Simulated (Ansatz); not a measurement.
An input for Ansatz 0.2.0 (SnSSe/AlSe (van der Waals superlattice) (P3m1)):

The structure was built from a prototype and need not be the compound's stable phase.

```yaml
crystal:
  lattice:
    - [3.69733051, 0.0, 0.0]
    - [-1.848665255, 3.2019821479, 0.0]
    - [0.0, 0.0, 13.6782391455]
  atoms:
    - { symbol: Sn, position: [0.0, 0.0, 0.222060954] }
    - { symbol: S, position: [0.3333333333, 0.6666666667, 0.3285217645] }
    - { symbol: Se, position: [0.6666666667, 0.3333333333, 0.1047552267] }
    - { symbol: Al, position: [0.3333333333, 0.6666666667, 0.8075673722] }
    - { symbol: Al, position: [0.3333333333, 0.6666666667, 0.6206654242] }
    - { symbol: Se, position: [0.0, 0.0, 0.8934564671] }
    - { symbol: Se, position: [0.0, 0.0, 0.5353402821] }
kpoints:
  mp_grid: { grid: [6, 6, 2] }
hamiltonian:
  xc: hse06
  pseudopotentials: { kind: paw, azcp: { folder: soft_1 } }
scf:
  occupations: { method: fermi_dirac, width: 0.03 }
  n_extra_bands: 6
output:
  eigenvalues: true
```

```sh
ansatz run input.yaml --threads 2 --pin off --max-ram 92160MiB --backend cuda --events-out ev --progress --plain --runs-dir out --devices 1 --max-vram 13GiB
```

Q: Estimate wall time and host memory on 1 × NVIDIA H100 80GB HBM3 (shared by 6 runs) with 2 threads of AMD EPYC 7R13 (Zen 3), shared host.

It took 22 s; on shared hardware allow 11 s to 43 s. Peak host memory was 1.4 GiB. The sizes that set the cost: 3165 plane waves a state, 14 irreducible k points and 32 SCF cycles.

Exact exchange couples every pair of k points and filled bands, so it costs far more than a semilocal run.

[Paths, hosts, dates, memory and timing lines, banners, echoed tables and standing remarks are left out of the program output.]

[Logs are printed without paths, hosts, clocks, repeated set-up lines and the standing remarks that a program may print on its own settings, such as how far it seeks lower states.]

[Runs of the session that timed out or met a known fault of the program may be left out.]

[Cells called generated may have been cut or substituted from an entry of the Crystallography Open Database or the Materials Project.]

[Hosts, paths, dates, database ids (printed as entryN), source tags and the programs' standing remarks are cut or masked in the printed files.]
